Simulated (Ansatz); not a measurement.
## Bi (R-3m, 2 atoms in the cell) under uniaxial strain along c

Wanted: the shifts of the zone-centre modes of Bi (R-3m, 2 atoms in the cell) with strain.

Main program and level: Ansatz 0.2.0; DFT PBEsol, scalar-relativistic, plane waves, PAW; PAW set soft_1.

Report form: the programs' logs are mostly left out.

The database entry behind the starting cell lists a temperature near 78 K, so it need not match the best structure at ambient conditions.

**1. The starting structure**

Symmetry: R-3m, No. 166, trigonal system. The conventional cell has a = 4.535 Å, b = 4.535 Å, c = 11.814 Å, α = 90.00°, β = 90.00°, γ = 120.00°. Nearest to Bi lie 3 Bi at 3.06 Å.

**2. Relaxation**

Harmonic phonons are second derivatives at a point where the forces vanish, and they are wanted at zero stress, so atoms and cell are relaxed first.

Contents of input.yaml:

```yaml
crystal:
  lattice:
    - [2.2675, 1.3091417354, 3.938]
    - [-2.2675, 1.3091417354, 3.938]
    - [0.0, -2.6182834708, 3.938]
  atoms:
    - { symbol: Bi, position: [0.234, 0.234, 0.234] }
    - { symbol: Bi, position: [0.766, 0.766, 0.766] }
kpoints:
  mp_grid: { grid: [12, 12, 12] }
hamiltonian:
  xc: pbesol
  pseudopotentials: { kind: paw, azcp: { folder: soft_1 }, xc_functional: pbe }
scf:
  occupations: { method: gaussian, width: 0.1 }
output:
  forces: true
  stress: true
  eigenvalues: true
relax:
  adjacent_minimum: "off"
  f_tol: 0.005
  max_steps: 80
  cell: { stress_tol: 0.05 }
```

Launch:

```bash
$ ansatz run input.yaml --threads 4 --pin off --max-ram 10240MiB --backend cpu --events-out ev --progress --plain --runs-dir out
```

Elapsed: 19 s, on 4 threads of Arm Neoverse V1, shared host; peak memory 0.51 GiB.

Step by step:

| step | energy less that of the first step (eV) | largest force component (eV/Å) | pressure (GPa) | volume (Å³) |
| --- | --- | --- | --- | --- |
| 1 | 0.0000 | 0.1576 | -0.22 | 70.14 |
| 2 | -0.0042 | 0.0404 | -0.25 | 69.39 |
| 3 | -0.0053 | 0.0106 | 0.05 | 68.99 |
| 4 | -0.0057 | 0.0146 | 0.02 | 68.94 |
| 5 | -0.0058 | 0.0015 | 0.00 | 68.89 |
| 6* | -0.0057 | 0.0015 | 0.00 | 68.89 |

Relaxation steps marked * repeat the geometry before them on a plane-wave basis chosen anew for their cell, so energy and pressure can jump there.

Forces are held to the 12 operations that the run works with; a distortion that breaks them can't arise in this run.

| conventional cell, symmetrised | before | after | change |
| --- | --- | --- | --- |
| a (Å) | 4.535 | 4.525 | -0.2 % |
| b (Å) | 4.535 | 4.525 | -0.2 % |
| c (Å) | 11.814 | 11.654 | -1.4 % |
| volume (Å³/atom) | 35.07 | 34.44 | -1.8 % |

The atoms that moved most (Å, as changes of fractional coordinates times the final cell):

| atom | dx | dy | dz | length |
| --- | --- | --- | --- | --- |
| Bi1 | 0.000 | 0.000 | 0.032 | 0.032 |
| Bi2 | 0.000 | 0.000 | -0.032 | 0.032 |

The relaxed structure:

```xyz
2
Lattice="2.2625 1.3063 3.8847 -2.2625 1.3063 3.8847 0.0000 -2.6125 3.8847" Properties=species:S:1:pos:R:3 pbc="T T T"
Bi    0.0000    0.0000    2.7587
Bi    0.0000    0.0000    8.8953
```

This step gave:

- pressure: -0.001177 GPa
- volume per atom: 34.44 Å³
- gap on the k-mesh: 0 eV

In this step the volume went from 35.07 to 34.44 Å³/atom.

**3. Tight relaxation**

Phonons need small forces and stress, so the relaxation is finished with tight tolerances on 12×12×12 k points.

input.yaml, the sections that differ from step 2:

```yaml
crystal:
  lattice:
    - [2.2625239534, 1.3062688136, 3.8846650256]
    - [-2.2625239534, 1.3062688136, 3.8846650256]
    - [0.0, -2.6125376271, 3.8846650256]
  atoms:
    - { symbol: Bi, position: [0.2367176603, 0.2367176603, 0.2367176603] }
    - { symbol: Bi, position: [0.7632823397, 0.7632823397, 0.7632823397] }
scf:
  occupations: { method: methfessel_paxton, width: 0.2 }
relax:
  adjacent_minimum: "off"
  f_tol: 0.001
  max_steps: 60
  cell: { stress_tol: 0.01 }
# kpoints, hamiltonian, output: as in step 2
```

Elapsed: 13 s, on 4 threads; peak memory 0.51 GiB.

Little changed from the start: no atom moved by 0.005 Å and no cell edge by 0.1 %.

Numbers from this step:

| Property | Result |
| --- | --- |
| pressure | 3.46e-4 GPa |

The largest force component left is 0.012 meV/Å and the pressure is 0.000 GPa, within the tolerances set. The cell now holds 34.44 Å³/atom.

**4. Zone-centre response at rest**

Phonons follow from the second derivative of the energy, found here by linear response.

The modes at rest are the reference of the series.

input.yaml, the sections that differ from step 3:

```yaml
crystal:
  lattice:
    - [2.2627711995, 1.3064115611, 3.8839076286]
    - [-2.2627711995, 1.3064115611, 3.8839076286]
    - [0.0, -2.6128231222, 3.8839076286]
  atoms:
    - { symbol: Bi, position: [0.2366793767, 0.2366793767, 0.2366793767] }
    - { symbol: Bi, position: [0.7633206233, 0.7633206233, 0.7633206233] }
output:
  eigenvalues: true
phonons:
  method: dfpt
# kpoints, hamiltonian, scf: as in step 3
# relax: removed
```

The job ended after 43 s (4 threads; peak memory 1.8 GiB; 2.7 min of CPU time).

This step gave:

- sum-rule residual before enforcement: 2.07e-5 eV/Å²
- point group: -3m
- highest optical mode at the zone centre (no LO-TO term): 99.19 cm⁻¹
- lowest optical zone-centre mode: 65.25 cm⁻¹

Patterns of degenerate modes are one choice out of their space. Modes at Γ:

| mode | frequency (cm⁻¹) | symmetry |
| --- | --- | --- |
| 1 | 0.0 | acoustic |
| 2 | 0.0 | acoustic |
| 3 | 0.0 | acoustic |
| 4 | 65.2 | Eg |
| 5 | 65.2 | Eg |
| 6 | 99.2 | A1g |

Displacements in mode 5 (65.2 cm⁻¹), the largest set to 1:
```
Bi1  0.00  1.00  0.00
Bi2  0.00 -1.00  0.00
```

Displacements in mode 6 (99.2 cm⁻¹), the largest set to 1:
```
Bi1  0.00  0.00 -1.00
Bi2  0.00  0.00  1.00
```

Before it was imposed, the acoustic sum rule was missed by 2.1e-5 eV/Å². Small misses are needed for a sound result but don't prove that mesh and cutoff are converged. The lowest optical mode is real, 65.2 cm⁻¹.

**5. Relaxation of a member: uniaxial strain of +4 % along c**

The cell takes a uniaxial strain of +4 % along c. The strained length and the angles are held, while the rest of the cell and the atoms relax.

input.yaml, the sections that differ from step 4:

```yaml
crystal:
  lattice:
    - [2.2464453965, 1.2969858544, 4.0392639337]
    - [-2.2464453965, 1.2969858544, 4.0392639337]
    - [0.0, -2.5939717087, 4.0392639338]
  atoms:
    - { symbol: Bi, position: [0.2353008408, 0.2353008404, 0.2353008408] }
    - { symbol: Bi, position: [0.7646991592, 0.7646991596, 0.7646991592] }
  conventional_axes: [[1, -1, 0], [0, 1, -1], [1, 1, 1]]
output:
  forces: true
  stress: true
  eigenvalues: true
relax:
  adjacent_minimum: "off"
  f_tol: 0.001
  max_steps: 60
  cell: { stress_tol: 0.01, fix: [c, angles] }
# kpoints, hamiltonian, scf: as in step 4
# phonons: removed
```

Run time: 41 s. Hardware: 4 threads; peak memory 0.79 GiB.

Step by step:

| step | energy less that of the first step (eV) | largest force component (eV/Å) | pressure (GPa) | volume (Å³) |
| --- | --- | --- | --- | --- |
| 1 | 0.0000 | 0.0627 | -0.69 | 70.61 |
| 2 | -0.0005 | 0.0364 | -0.13 | 70.08 |
| 3 | -0.0007 | 0.0014 | -0.35 | 70.29 |
| 4 | -0.0007 | 0.0002 | -0.35 | 70.29 |
| 5* | -0.0007 | 0.0002 | -0.35 | 70.29 |

Relaxation steps marked * repeat the geometry before them on a plane-wave basis chosen anew for their cell, so energy and pressure can jump there.

| conventional cell, symmetrised | before | after | change |
| --- | --- | --- | --- |
| a (Å) | 4.493 | 4.483 | -0.2 % |
| b (Å) | 4.493 | 4.483 | -0.2 % |
| c (Å) | 12.118 | 12.118 | +0.0 % |
| volume (Å³/atom) | 35.31 | 35.15 | -0.5 % |

Final coordinates:

```xyz
2
Lattice="2.2414 1.2941 4.0393 -2.2414 1.2941 4.0393 0.0000 -2.5881 4.0393" Properties=species:S:1:pos:R:3 pbc="T T T"
Bi    0.0000    0.0000    2.8456
Bi    0.0000    0.0000    9.2721
```

This step gave:

```
pressure        : -0.3504 GPa
volume per atom : 35.15 Å³
```

The largest force component left is 0.17 meV/Å.

**6. Zone-centre modes of the member: uniaxial strain of +4 % along c**

The zone-centre modes follow for uniaxial strain of +4 % along c.

input.yaml, the sections that differ from step 5:

```yaml
crystal:
  lattice:
    - [2.2413751794, 1.2940585632, 4.0392639337]
    - [-2.2413751794, 1.2940585632, 4.0392639337]
    - [0.0, -2.5881171262, 4.0392639338]
  atoms:
    - { symbol: Bi, position: [0.2348322069, 0.2348322079, 0.2348322069] }
    - { symbol: Bi, position: [0.7651677931, 0.7651677921, 0.7651677931] }
output:
  eigenvalues: true
phonons:
  method: dfpt
# kpoints, hamiltonian, scf: as in step 5
# relax: removed
```

Elapsed: 48 s, on 4 threads; peak memory 1.9 GiB.

This step gave:

```
sum-rule residual before enforcement                    : 1.16e-5 eV/Å²
highest optical mode at the zone centre (no LO-TO term) : 104.5 cm⁻¹
lowest optical zone-centre mode                         : 77.01 cm⁻¹
```

Patterns of degenerate modes are one choice out of their space. Modes at Γ:

| mode | frequency (cm⁻¹) | symmetry |
| --- | --- | --- |
| 1 | 0.0 | acoustic |
| 2 | 0.0 | acoustic |
| 3 | 0.0 | acoustic |
| 4 | 77.0 | Eg |
| 5 | 77.0 | Eg |
| 6 | 104.5 | A1g |

The lowest optical mode is real, 77.0 cm⁻¹, and the highest lies at 104.5 cm⁻¹.

For the highest optical mode at the zone centre (no LO-TO term), step 4 gave 99.2 cm⁻¹; this run, with strain 4 %, gives 105 cm⁻¹ (+5 %).

**7. A member of the series: uniaxial strain of -4 % along c**

The cell takes a uniaxial strain of -4 % along c. The strained length and the angles are held, while the rest of the cell and the atoms relax.

input.yaml, the sections that differ from step 6:

```yaml
crystal:
  lattice:
    - [2.2814339068, 1.3171864803, 3.7285513234]
    - [-2.2814339068, 1.3171864803, 3.7285513234]
    - [0.0, -2.6343729605, 3.7285513234]
  atoms:
    - { symbol: Bi, position: [0.2379951249, 0.2379951262, 0.2379951249] }
    - { symbol: Bi, position: [0.7620048751, 0.7620048738, 0.7620048751] }
  conventional_axes: [[1, -1, 0], [0, 1, -1], [1, 1, 1]]
output:
  forces: true
  stress: true
  eigenvalues: true
relax:
  adjacent_minimum: "off"
  f_tol: 0.001
  max_steps: 60
  cell: { stress_tol: 0.01, fix: [c, angles] }
# kpoints, hamiltonian, scf: as in step 6
# phonons: removed
```

Run time: 31 s. Hardware: 4 threads; peak memory 0.76 GiB; 2 min of CPU time.

Step by step:

| step | energy less that of the first step (eV) | largest force component (eV/Å) | pressure (GPa) | volume (Å³) |
| --- | --- | --- | --- | --- |
| 1 | 0.0000 | 0.0475 | 0.84 | 67.23 |
| 2 | -0.0005 | 0.0214 | 0.21 | 67.86 |
| 3 | -0.0007 | 0.0001 | 0.44 | 67.63 |
| 4* | -0.0007 | 0.0001 | 0.44 | 67.63 |

Relaxation steps marked * repeat the geometry before them on a plane-wave basis chosen anew for their cell, so energy and pressure can jump there.

| conventional cell, symmetrised | before | after | change |
| --- | --- | --- | --- |
| a (Å) | 4.563 | 4.576 | +0.3 % |
| b (Å) | 4.563 | 4.576 | +0.3 % |
| c (Å) | 11.186 | 11.186 | -0.0 % |
| volume (Å³/atom) | 33.61 | 33.81 | +0.6 % |

The relaxed structure:

```cif
data_structure
_symmetry_space_group_name_H-M 'P 1'
_symmetry_Int_Tables_number 1
_cell_length_a 4.5698
_cell_length_b 4.5698
_cell_length_c 4.5698
_cell_angle_alpha 60.095
_cell_angle_beta 60.095
_cell_angle_gamma 60.095
_cell_volume 67.63
loop_
_atom_site_label
_atom_site_type_symbol
_atom_site_fract_x
_atom_site_fract_y
_atom_site_fract_z
_atom_site_occupancy
Bi1 Bi 0.23842 0.23842 0.23842 1
Bi2 Bi 0.76158 0.76158 0.76158 1
```

This step gave:

* pressure: 0.4366 GPa
* volume per atom: 33.81 Å³

The largest force component left is 0.095 meV/Å.

**8. Modes of this member: uniaxial strain of -4 % along c**

The zone-centre modes follow for uniaxial strain of -4 % along c.

input.yaml, the sections that differ from step 7:

```yaml
crystal:
  lattice:
    - [2.288195723, 1.3210904166, 3.7285513234]
    - [-2.288195723, 1.3210904166, 3.7285513234]
    - [0.0, -2.6421808332, 3.7285513234]
  atoms:
    - { symbol: Bi, position: [0.2384201287, 0.2384201273, 0.2384201287] }
    - { symbol: Bi, position: [0.7615798713, 0.7615798727, 0.7615798713] }
output:
  eigenvalues: true
phonons:
  method: dfpt
# kpoints, hamiltonian, scf: as in step 7
# relax: removed
```

Elapsed: 42 s, on 4 threads; peak memory 1.8 GiB.

Numbers from this step:

```
sum-rule residual before enforcement                    : 2.45e-5 eV/Å²
highest optical mode at the zone centre (no LO-TO term) : 92.57 cm⁻¹
lowest optical zone-centre mode                         : 48.93 cm⁻¹
```

Patterns of degenerate modes are one choice out of their space. Modes at Γ:

| mode | frequency (cm⁻¹) | symmetry |
| --- | --- | --- |
| 1 | 0.0 | acoustic |
| 2 | 0.0 | acoustic |
| 3 | 0.0 | acoustic |
| 4 | 48.9 | Eg |
| 5 | 48.9 | Eg |
| 6 | 92.6 | A1g |

Displacements in mode 4 (48.9 cm⁻¹), the largest set to 1:
```
Bi1  0.00  1.00  0.00
Bi2  0.00 -1.00  0.00
```

Displacements in mode 6 (92.6 cm⁻¹), the largest set to 1:
```
Bi1  0.00  0.00  1.00
Bi2  0.00  0.00 -1.00
```

The lowest optical mode is real, 48.9 cm⁻¹, and the highest lies at 92.6 cm⁻¹.

Between step 4 and this run (strain -4 %) the value for the highest optical mode at the zone centre (no LO-TO term) moves from 99.2 cm⁻¹ to 92.6 cm⁻¹ (-7 %).

**9. All members side by side**

The members are set side by side, also those not shown above.

Stress is positive in compression; energies are extrapolated to zero smearing, and E0 is that at rest; the edges not held and the atoms are relaxed in each cell; all runs use 12×12×12 k points and Methfessel-Paxton smearing of 0.2 eV. State of the crystal along the series:

| strain (%) | stress along the axis (GPa) | free strain along a (%) | free strain along b (%) | E - E0 (meV/atom) |
| --- | --- | --- | --- | --- |
| -4 | 1.326 | 1.124 | 1.124 | 5.579 |
| -3 | 0.9794 | 0.8248 | 0.8248 | 3.079 |
| -2 | 0.6402 | 0.5394 | 0.5394 | 1.337 |
| -1 | 0.3112 | 0.2668 | 0.2668 | 0.3204 |
| 0 | 3.35e-4 | 0 | 0 | 0 |
| 1 | -0.2982 | -0.2501 | -0.2501 | 0.3385 |
| 2 | -0.5742 | -0.4899 | -0.4899 | 1.288 |
| 3 | -0.8256 | -0.7215 | -0.7215 | 2.787 |
| 4 | -1.052 | -0.9456 | -0.9456 | 4.778 |

Optical modes are counted from below at rest and tracked from member to member by their patterns, and modes that stay within 0.3 cm⁻¹ of each other stand once; labels, where given, are those at rest; the edges not held and the atoms are relaxed in each cell; all runs use 12×12×12 k points and Methfessel-Paxton smearing of 0.2 eV. Optical modes along the series:

| strain (%) | optical mode 1 Eg (cm⁻¹) | optical mode 2 A1g (cm⁻¹) |
| --- | --- | --- |
| -4 | 48.93 | 92.57 |
| -3 | 53.76 | 94.54 |
| -2 | 57.92 | 96.22 |
| -1 | 61.74 | 97.74 |
| 0 | 65.25 | 99.19 |
| 1 | 68.39 | 100.5 |
| 2 | 71.35 | 101.9 |
| 3 | 74.21 | 103.2 |
| 4 | 77.01 | 104.5 |

Value and slope at zero strain of a cubic (a lower polynomial where under five rows exist) through the rows within 2 % of rest. Slopes at rest:

| mode | frequency (cm⁻¹) | shift per percent of strain (cm⁻¹) | shift per GPa of compressive stress (cm⁻¹) |
| --- | --- | --- | --- |
| optical mode 1 Eg | 65.2 | 3.31 | -10.86 |
| optical mode 2 A1g | 99.2 | 1.4 | -4.59 |

**10. Summary of results**

* members: 9
* highest optical mode at the zone centre (no LO-TO term), at rest: 99.19 cm⁻¹
* Young’s modulus along c: 30.5 GPa
* optical mode 1 Eg, shift per percent: 3.31 cm⁻¹
* optical mode 2 A1g, shift per percent: 1.40 cm⁻¹

The stress changes by 0.31 GPa for each percent, a Young’s modulus of 31 GPa along c. For each percent the free edge responds with -0.26 %. The fastest shift in the table of slopes is 3.3 cm⁻¹ for each percent (optical mode 1 Eg), or -10.9 cm⁻¹ for each GPa of compressive stress. For small strain, the measured shift of a line that Raman or infrared light can see, divided by its slope, estimates the stress, if the state of stress is of this kind. These are harmonic frequencies at zero temperature: anharmonic shifts, linewidths and thermal expansion are left out. Spin-orbit coupling is left out, which can matter for the heavy elements here. With no gap, or one that is small against the smearing, the frequencies hang on the k mesh and the smearing, most of all near Kohn anomalies. The PAW files were made for PBE; the program adapts parts of them to the functional of the run, but their partial waves stay those of PBE, an approximation that was not tested in this session. Only the zone centre was solved, so an instability at another wavevector cannot show here.

[Logs are printed without paths, hosts, clocks, repeated set-up lines and the standing remarks that a program may print on its own settings, such as how far it seeks lower states.]

[Hosts, paths, dates, database ids (printed as entryN), source tags and the programs' standing remarks are cut or masked in the printed files.]
